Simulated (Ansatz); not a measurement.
# Cs on Cu(110): change of the work function, part 2 of 4

Aim: the work function of Cu(110) at several coverages of Cs (hollow site), and the dipole that each adsorbate carries.

Ansatz 0.2.0; plane-wave DFT, PBE, Ansatz PAW.

So far, work function, upper face (eV): step 2 (the clean slab) 4.43.

### Step 3. Adsorbate added, k-mesh 4×4×1, coverage 0.111 ML

System of this step: Cs/Cu(110). The cell holds 37 atoms: 36 Cu and 1 Cs. Its edges and angles: a = 10.830 Å, b = 7.658 Å, c = 24.975 Å, α = 90.0°, β = 90.0°, γ = 90.0°. Vacuum lies along c.

The clean slab as it ended is repeated in the plane and the adsorbate is set on one face; the cell's size fixes the coverage, and the k-mesh shrinks with it to keep the sampling density about even. Adsorbate and upper layers relax, since the dipole depends on the height.

input.yaml reads:

```yaml
crystal:
  lattice:
    - [10.83, 0.0, 0.0]
    - [0.0, 7.6579664403, 0.0]
    - [0.0, 0.0, 24.9749059877]
  atoms:
    - { symbol: Cu, position: [0.1666666667, 0.1666666667, 0.3603617169] }
    - { symbol: Cu, position: [0.0, 0.0, 0.4114661231] }
    - { symbol: Cu, position: [0.1666666667, 0.1666666667, 0.4656151931] }
    - { symbol: Cu, position: [0.0, 0.0, 0.5123158761] }
    - { symbol: Cu, position: [0.1666666667, 0.5, 0.3603617169] }
    - { symbol: Cu, position: [0.0, 0.3333333333, 0.4114661231] }
    - { symbol: Cu, position: [0.1666666667, 0.5, 0.4656151931] }
    - { symbol: Cu, position: [0.0, 0.3333333333, 0.5123158761] }
    - { symbol: Cu, position: [0.1666666667, 0.8333333333, 0.3603617169] }
    - { symbol: Cu, position: [0.0, 0.6666666667, 0.4114661231] }
    - { symbol: Cu, position: [0.1666666667, 0.8333333333, 0.4656151931] }
    - { symbol: Cu, position: [0.0, 0.6666666667, 0.5123158761] }
    - { symbol: Cu, position: [0.5, 0.1666666667, 0.3603617169] }
    - { symbol: Cu, position: [0.3333333333, 0.0, 0.4114661231] }
    - { symbol: Cu, position: [0.5, 0.1666666667, 0.4656151931] }
    - { symbol: Cu, position: [0.3333333333, 0.0, 0.5123158761] }
    - { symbol: Cu, position: [0.5, 0.5, 0.3603617169] }
    - { symbol: Cu, position: [0.3333333333, 0.3333333333, 0.4114661231] }
    - { symbol: Cu, position: [0.5, 0.5, 0.4656151931] }
    - { symbol: Cu, position: [0.3333333333, 0.3333333333, 0.5123158761] }
    - { symbol: Cu, position: [0.5, 0.8333333333, 0.3603617169] }
    - { symbol: Cu, position: [0.3333333333, 0.6666666667, 0.4114661231] }
    - { symbol: Cu, position: [0.5, 0.8333333333, 0.4656151931] }
    - { symbol: Cu, position: [0.3333333333, 0.6666666667, 0.5123158761] }
    - { symbol: Cu, position: [0.8333333333, 0.1666666667, 0.3603617169] }
    - { symbol: Cu, position: [0.6666666667, 0.0, 0.4114661231] }
    - { symbol: Cu, position: [0.8333333333, 0.1666666667, 0.4656151931] }
    - { symbol: Cu, position: [0.6666666667, 0.0, 0.5123158761] }
    - { symbol: Cu, position: [0.8333333333, 0.5, 0.3603617169] }
    - { symbol: Cu, position: [0.6666666667, 0.3333333333, 0.4114661231] }
    - { symbol: Cu, position: [0.8333333333, 0.5, 0.4656151931] }
    - { symbol: Cu, position: [0.6666666667, 0.3333333333, 0.5123158761] }
    - { symbol: Cu, position: [0.8333333333, 0.8333333333, 0.3603617169] }
    - { symbol: Cu, position: [0.6666666667, 0.6666666667, 0.4114661231] }
    - { symbol: Cu, position: [0.8333333333, 0.8333333333, 0.4656151931] }
    - { symbol: Cu, position: [0.6666666667, 0.6666666667, 0.5123158761] }
    - { symbol: Cs, position: [0.1666666667, 0.1666666667, 0.6396382831] }
kpoints:
  mp_grid: { grid: [4, 4, 1] }
hamiltonian:
  xc: pbe
scf:
  occupations: { method: fermi_dirac, width: 0.1 }
  convergence: { dr2_threshold: 1.0e-08 }
efield:
  axis: 3
  dipole_correction: true
  ramp_position: 0.97
  ramp_width: 0.06
relax:
  f_tol: 0.02
  max_steps: 60
  constraints:
    - { sites: [0, 1, 4, 5, 8, 9, 12, 13, 16, 17, 20, 21, 24, 25, 28, 29, 32, 33] }
output:
  write_potential: true
  write_density: true
  volumetric_format: npy
```

The run is started by

```
$ ansatz run input.yaml --threads 4 --pin off --max-ram 16384MiB --backend cpu --events-out ev --progress --plain --runs-dir out
```

Numbers of over 12 decimals in the logs are rounded to 6 here.

Output:

```text
[...]
Crystal: 37 atoms, lattice volume = 2071.313 Å³
Basis set: ecut = 420 eV, 40487 PW (Γ), exchange–correlation on 150×108×360 points (8 copies of the dense FFT grid, shifted against one another)
Bands: 416, of which v1, the nominal top of the filled ones, is band 347 counted from 1 (346 counted from 0)
Symmetry: 4 space group operations
[...]
k-points: 9 of 16
[...]
SCF iter   1: F=—  HF=-244161.922249 eV  |F-HF|=—  |Δ(HF+E_count)|=         —  Δρ=3.39e-3  dr2=1.88e0  ethr=1.77e-3  p=1.313 e·Å  D=1.15e-1 V/Å  ΔV_dip=-2.87 eV  dr2_dipole=3.85e-1  V_vac-E_F(+/−)=1.58/4.44 eV  ⟨swp⟩=9.4  Hψ=17764  notcnv=0  defer=176
[...]
SCF iter  13: F=-244161.792894 eV  HF=-244161.792894 eV  |F-HF|=7.02e-8  |Δ(HF+E_count)|=   6.53e-8  Δρ=5.19e-7  dr2=4.98e-9  ethr=1.44e-12  p=1.209 e·Å  D=1.06e-1 V/Å  ΔV_dip=-2.64 eV  dr2_dipole=4.29e-10  V_vac-E_F(+/−)=1.82/4.46 eV  ⟨swp⟩=7.0  Hψ=23935  notcnv=0
SCF 1 converged in 13 iterations: F = -244161.792894 eV  dr2 = 4.98e-9
[...]
relax step   1: F+E_penalty+E_count = -244161.79289427 eV  Δ(F+E_penalty+E_count) = +0.000e0 eV  max|allowed force component| = 4.835e-1 eV/Å  Δτ_max = 0.0000 Å  (13 SCF iters, accepted)
[...]
SCF iter  10: F=-244161.834206 eV  HF=-244161.834206 eV  |F-HF|=2.72e-8  |Δ(HF+E_count)|=   9.18e-8  Δρ=5.87e-7  dr2=5.84e-9  ethr=1.44e-12  p=1.167 e·Å  D=1.02e-1 V/Å  ΔV_dip=-2.55 eV  dr2_dipole=2.82e-10  V_vac-E_F(+/−)=1.92/4.46 eV  ⟨swp⟩=8.6  Hψ=22644  notcnv=0
SCF 2 converged in 10 iterations: F = -244161.834206 eV  dr2 = 5.84e-9
relax step   2: F+E_penalty+E_count = -244161.83420612 eV  Δ(F+E_penalty+E_count) = -4.131e-2 eV  max|allowed force component| = 4.069e-1 eV/Å  Δτ_max = 0.0894 Å  (10 SCF iters, accepted)
SCF iter   1: F=—  HF=-244161.896878 eV  |F-HF|=—  |Δ(HF+E_count)|=         —  Δρ=8.85e-4  dr2=2.73e-2  ethr=3.42e-5  p=1.167 e·Å  D=1.02e-1 V/Å  ΔV_dip=-2.55 eV  dr2_dipole=6.01e-3  V_vac-E_F(+/−)=1.92/4.47 eV  ⟨swp⟩=6.4  Hψ=10224  notcnv=0  defer=260
[...]
SCF iter  11: F=-244161.896602 eV  HF=-244161.896602 eV  |F-HF|=2.67e-8  |Δ(HF+E_count)|=   5.89e-8  Δρ=6.99e-7  dr2=7.32e-9  ethr=1.44e-12  p=1.069 e·Å  D=9.34e-2 V/Å  ΔV_dip=-2.33 eV  dr2_dipole=2.34e-10  V_vac-E_F(+/−)=2.13/4.47 eV  ⟨swp⟩=8.4  Hψ=23075  notcnv=0
SCF 3 converged in 11 iterations: F = -244161.896602 eV  dr2 = 7.32e-9
[...]
relax step   3: F+E_penalty+E_count = -244161.89660162 eV  Δ(F+E_penalty+E_count) = -6.240e-2 eV  max|allowed force component| = 1.798e-1 eV/Å  Δτ_max = 0.1955 Å  (11 SCF iters, accepted)
[...]
relax step   4: F+E_penalty+E_count = -244161.90949390 eV  Δ(F+E_penalty+E_count) = -1.289e-2 eV  max|allowed force component| = 6.895e-2 eV/Å  Δτ_max = 0.1742 Å  (12 SCF iters, accepted)
[...]
relax step   5: F+E_penalty+E_count = -244161.91076461 eV  Δ(F+E_penalty+E_count) = -1.271e-3 eV  max|allowed force component| = 2.151e-2 eV/Å  Δτ_max = 0.0358 Å  (10 SCF iters, accepted)
SCF iter   1: F=—  HF=-244161.912714 eV  |F-HF|=—  |Δ(HF+E_count)|=         —  Δρ=4.45e-4  dr2=2.15e-3  ethr=2.70e-6  p=1.004 e·Å  D=8.77e-2 V/Å  ΔV_dip=-2.19 eV  dr2_dipole=5.57e-6  V_vac-E_F(+/−)=2.28/4.47 eV  ⟨swp⟩=3.7  Hψ=8003  notcnv=0  defer=354
[...]
SCF iter   9: F=-244161.911470 eV  HF=-244161.911470 eV  |F-HF|=1.66e-8  |Δ(HF+E_count)|=   3.85e-8  Δρ=2.82e-7  dr2=2.05e-9  ethr=1.44e-12  p=1.001 e·Å  D=8.75e-2 V/Å  ΔV_dip=-2.18 eV  dr2_dipole=5.63e-12  V_vac-E_F(+/−)=2.28/4.47 eV  ⟨swp⟩=7.8  Hψ=21145  notcnv=0
SCF 6 converged in 9 iterations: F = -244161.911470 eV  dr2 = 2.05e-9
relax step   6: F+E_penalty+E_count = -244161.91147027 eV  Δ(F+E_penalty+E_count) = -7.057e-4 eV  max|allowed force component| = 4.374e-3 eV/Å  Δτ_max = 0.0094 Å  (9 SCF iters, accepted)
NSCF: frozen V_eff on 9 k-points
the search or the solves at the SCF's close may have found levels that the self-consistency loop had missed (the run counts none). By its estimate they hold under 1e-12 electrons; where the run keeps them, the occupations were computed again with them
the band table was solved once a step of the walk had ended and its energy, with any forces and stress, was formed, with the checks that follow a solve (15793 applications of the Hamiltonian). They found nothing against the state; the energy, forces and stress were not computed again (output.eigenvalues in the input reference)
SCF converged after 9 iterations
Free energy (F): -244161.911470 eV
[...]
Internal energy: -244161.425465 eV  (E = F + TS)
E sigma→0 (E₀):  -244161.668468 eV
Entropy (-TS):   -0.486005 eV (-13.135 meV/atom)
Fermi energy:    1.013707 eV
Dipole field:    D = 0.087467 V/Å  (p = 1.001221 e·Å, saw-weighted, corrected)
Work function:   Φ+ = 2.2822 eV   Φ− = 4.4667 eV
[...]
--- Forces (eV/Å), atoms counted from 1 ---
  atom   1  Cu     0.00000000     0.00000000     0.42539946
  atom   2  Cu     0.03251064     0.00436341    -0.41632353
  atom   3  Cu     0.00000000     0.00000000    -0.00437446
  atom   4  Cu     0.00075940    -0.00000385     0.00083278
  atom   5  Cu     0.00000000    -0.00386252     0.43055708
  atom   6  Cu     0.03251064    -0.00436341    -0.41632353
  atom   7  Cu     0.00000000    -0.00355110     0.00179281
  atom   8  Cu     0.00075940     0.00000385     0.00083278
  atom   9  Cu     0.00000000     0.00386252     0.43055708
  atom  10  Cu     0.03966616     0.00000000    -0.33569408
  atom  11  Cu     0.00000000     0.00355110     0.00179281
  atom  12  Cu     0.00067878     0.00000000    -0.00006023
  atom  13  Cu    -0.00595157     0.00000000     0.38521735
  atom  14  Cu    -0.03251064     0.00436341    -0.41632353
  atom  15  Cu     0.00302608     0.00000000     0.00015938
  atom  16  Cu    -0.00075940    -0.00000385     0.00083278
  atom  17  Cu    -0.01016453     0.00024149     0.38661614
  atom  18  Cu    -0.03251064    -0.00436341    -0.41632353
  atom  19  Cu     0.00314157     0.00208812     0.00012316
  atom  20  Cu    -0.00075940     0.00000385     0.00083278
  atom  21  Cu    -0.01016453    -0.00024149     0.38661614
  atom  22  Cu    -0.03966616     0.00000000    -0.33569408
  atom  23  Cu     0.00314157    -0.00208812     0.00012316
  atom  24  Cu    -0.00067878     0.00000000    -0.00006023
  atom  25  Cu     0.00595157     0.00000000     0.38521735
  atom  26  Cu     0.00000000    -0.01243203    -0.42113824
  atom  27  Cu    -0.00302608     0.00000000     0.00015938
  atom  28  Cu     0.00000000    -0.00026808    -0.00320496
  atom  29  Cu     0.01016453     0.00024149     0.38661614
  atom  30  Cu     0.00000000     0.01243203    -0.42113824
  atom  31  Cu    -0.00314157     0.00208812     0.00012316
  atom  32  Cu     0.00000000     0.00026808    -0.00320496
  atom  33  Cu     0.01016453    -0.00024149     0.38661614
  atom  34  Cu     0.00000000     0.00000000    -0.42003027
  atom  35  Cu    -0.00314157    -0.00208812     0.00012316
  atom  36  Cu     0.00000000     0.00000000    -0.00175233
  atom  37  Cs     0.00000000     0.00000000     0.00050533
  max |Σ_I F_I| component: 9.31e-8 eV/Å
--- Band table (eV; the first three rows and the last of 9) ---
  k-point 0: bands = [... 343 lower, 0.2046, 0.2357, 1.0086, 1.0747, 1.0882, 1.0952, 1.0998, 1.1081, ... 65 higher]
  k-point 1: bands = [... 343 lower, 0.3813, 0.4629, 0.4779, 0.6845, 1.3101, 1.3769, 1.4788, 1.7132, ... 65 higher]
  k-point 2: bands = [... 343 lower, 1.0301, 1.0310, 1.0459, 1.1010, 1.1171, 1.4190, 1.4438, 1.4623, ... 65 higher]
  k-point 8: bands = [... 343 lower, 1.0566, 1.0577, 1.1138, 1.1619, 1.1747, 1.1868, 1.1940, 1.2093, ... 65 higher]
--- Relaxed structure (6 steps of the walk, 6 accepted, 0 SCFs on fresh bases) ---
  F+E_penalty+E_count = -244161.91147027 eV   max|allowed force component| = 4.374e-3 eV/Å
  atoms:
    - { symbol: Cu, position: [0.166667, 0.166667, 0.360362] }
    - { symbol: Cu, position: [1.6666659794015235e-11, 1.6666659794015232e-11, 0.411466] }
    - { symbol: Cu, position: [0.166667, 0.166667, 0.467178] }
    - { symbol: Cu, position: [-0.00372413, -0.000143311, 0.512018] }
    - { symbol: Cu, position: [0.166667, 0.500000, 0.360362] }
    - { symbol: Cu, position: [1.6666659794015235e-11, 0.333333, 0.411466] }
    - { symbol: Cu, position: [0.166667, 0.499722, 0.466987] }
    - { symbol: Cu, position: [-0.00372413, 0.333477, 0.512018] }
    - { symbol: Cu, position: [0.166667, 0.833333, 0.360362] }
    - { symbol: Cu, position: [1.6666659794015235e-11, 0.666667, 0.411466] }
    - { symbol: Cu, position: [0.166667, 0.833611, 0.466987] }
    - { symbol: Cu, position: [-0.00121444, 0.666667, 0.513147] }
    - { symbol: Cu, position: [0.500000, 0.166667, 0.360362] }
    - { symbol: Cu, position: [0.333333, 1.6666659794015232e-11, 0.411466] }
    - { symbol: Cu, position: [0.501653, 0.166667, 0.465363] }
    - { symbol: Cu, position: [0.337057, -0.000143311, 0.512018] }
    - { symbol: Cu, position: [0.500000, 0.500000, 0.360362] }
    - { symbol: Cu, position: [0.333333, 0.333333, 0.411466] }
    - { symbol: Cu, position: [0.500954, 0.500739, 0.465487] }
    - { symbol: Cu, position: [0.337057, 0.333477, 0.512018] }
    - { symbol: Cu, position: [0.500000, 0.833333, 0.360362] }
    - { symbol: Cu, position: [0.333333, 0.666667, 0.411466] }
    - { symbol: Cu, position: [0.500954, 0.832594, 0.465487] }
    - { symbol: Cu, position: [0.334548, 0.666667, 0.513147] }
    - { symbol: Cu, position: [0.833333, 0.166667, 0.360362] }
    - { symbol: Cu, position: [0.666667, 1.6666659794015232e-11, 0.411466] }
    - { symbol: Cu, position: [0.831680, 0.166667, 0.465363] }
    - { symbol: Cu, position: [0.666667, -0.00028753, 0.512787] }
    - { symbol: Cu, position: [0.833333, 0.500000, 0.360362] }
    - { symbol: Cu, position: [0.666667, 0.333333, 0.411466] }
    - { symbol: Cu, position: [0.832379, 0.500739, 0.465487] }
    - { symbol: Cu, position: [0.666667, 0.333621, 0.512787] }
    - { symbol: Cu, position: [0.833333, 0.833333, 0.360362] }
    - { symbol: Cu, position: [0.666667, 0.666667, 0.411466] }
    - { symbol: Cu, position: [0.832379, 0.832594, 0.465487] }
    - { symbol: Cu, position: [0.666667, 0.666667, 0.512853] }
    - { symbol: Cs, position: [0.166667, 0.166667, 0.622549] }
```

Wall time 44 min (4 threads of Arm Neoverse V1, shared host); peak memory 9.8 GiB.

Relaxation path:

```
step  energy less that of the first step (eV)  largest force component (eV/Å)
   1                                   0.0000                          0.4835
   2                                  -0.0413                          0.4069
   3                                  -0.1037                          0.1798
   4                                  -0.1166                          0.0689
   5                                  -0.1179                          0.0215
   6                                  -0.1186                          0.0044
```

Forces are held to the 4 operations that the run works with; a distortion that breaks them can't arise in this run.

The atoms that moved most (Å):

```csv
atom,dx,dy,dz,length
Cs37,0.000,0.000,-0.427,0.427
Cu16,0.040,-0.001,-0.007,0.041
Cu20,0.040,0.001,-0.007,0.041
Cu4,-0.040,-0.001,-0.007,0.041
Cu8,-0.040,0.001,-0.007,0.041
Cu3,0.000,0.000,0.039,0.039
Cu7,0.000,-0.002,0.034,0.034
Cu11,0.000,0.002,0.034,0.034
```

Final coordinates:

```xyz
37
Lattice="10.8300 0.0000 0.0000 0.0000 7.6580 0.0000 0.0000 0.0000 24.9749" Properties=species:S:1:pos:R:3
Cu    1.8050    1.2763    9.0000
Cu    0.0000    0.0000   10.2763
Cu    1.8050    1.2763   11.6677
Cu   -0.0403   -0.0011   12.7876
Cu    1.8050    3.8290    9.0000
Cu    0.0000    2.5527   10.2763
Cu    1.8050    3.8269   11.6630
Cu   -0.0403    2.5538   12.7876
Cu    1.8050    6.3816    9.0000
Cu    0.0000    5.1053   10.2763
Cu    1.8050    6.3838   11.6630
Cu   -0.0132    5.1053   12.8158
Cu    5.4150    1.2763    9.0000
Cu    3.6100    0.0000   10.2763
Cu    5.4329    1.2763   11.6224
Cu    3.6503   -0.0011   12.7876
Cu    5.4150    3.8290    9.0000
Cu    3.6100    2.5527   10.2763
Cu    5.4253    3.8346   11.6255
Cu    3.6503    2.5538   12.7876
Cu    5.4150    6.3816    9.0000
Cu    3.6100    5.1053   10.2763
Cu    5.4253    6.3760   11.6255
Cu    3.6232    5.1053   12.8158
Cu    9.0250    1.2763    9.0000
Cu    7.2200    0.0000   10.2763
Cu    9.0071    1.2763   11.6224
Cu    7.2200   -0.0022   12.8068
Cu    9.0250    3.8290    9.0000
Cu    7.2200    2.5527   10.2763
Cu    9.0147    3.8346   11.6255
Cu    7.2200    2.5549   12.8068
Cu    9.0250    6.3816    9.0000
Cu    7.2200    5.1053   10.2763
Cu    9.0147    6.3760   11.6255
Cu    7.2200    5.1053   12.8084
Cs    1.8050    1.2763   15.5481
```

This step gave:

```
energy at zero smearing        : -244161.6685 eV
work function, upper face      : 2.282 eV
work function, lower face      : 4.467 eV
dipole along the normal        : 1.001 e·Å
step between the vacuum levels : -2.184 eV
```

Running mean over 1.276 Å of the planar mean; the ramp of the sawtooth is left out. Table of electron's electrostatic potential energy less the Fermi level by z:

```
z (Å)  electron's electrostatic potential energy less the Fermi level (eV)
  3.5                                                                 4.47
  4.0                                                                 4.47
  4.5                                                                 4.47
  5.0                                                                 4.46
  5.5                                                                 4.46
  6.0                                                                 4.44
  6.5                                                                 4.39
  7.0                                                                 4.21
  7.5                                                                 3.59
  8.0                                                                0.991
  8.5                                                                -3.81
  9.0                                                                -7.51
  9.5                                                                -8.49
 10.0                                                                -8.62
 10.5                                                                -8.27
 11.0                                                                -8.09
 11.5                                                                -8.73
 12.0                                                                -9.68
 12.5                                                                -9.35
 13.0                                                                -6.75
 13.5                                                                -2.04
 14.0                                                                 1.86
 14.5                                                                 2.59
 15.0                                                                 2.03
 15.5                                                                 1.47
 16.0                                                                 1.42
 16.5                                                                 1.75
 17.0                                                                 2.09
 17.5                                                                 2.24
 18.0                                                                 2.27
 18.5                                                                 2.28
 19.0                                                                 2.28
 19.5                                                                 2.28
 20.0                                                                 2.28
 20.5                                                                 2.28
 21.0                                                                 2.28
 21.5                                                                 2.28
```

The relaxation took 6 steps and lowered the energy by 0.12 eV; the largest force on the free atoms ends at 0.0044 eV/Å.

The covered face has 2.28 eV, -2.15 eV against the clean one; the bare back face has moved by +0.04 eV, a measure of how thin the slab is.

[end of part 2 of 4]

[Logs are printed without paths, hosts, clocks, repeated set-up lines and the standing remarks that a program may print on its own settings, such as how far it seeks lower states.]

[Hosts, paths, dates, database ids (printed as entryN), source tags and the programs' standing remarks are cut or masked in the printed files.]

[Maps of the electrostatic potential energy from Ansatz leave out the sawtooth potential of an applied field or a dipole correction, so their vacuum need not be flat; planar profiles and work functions include it.]
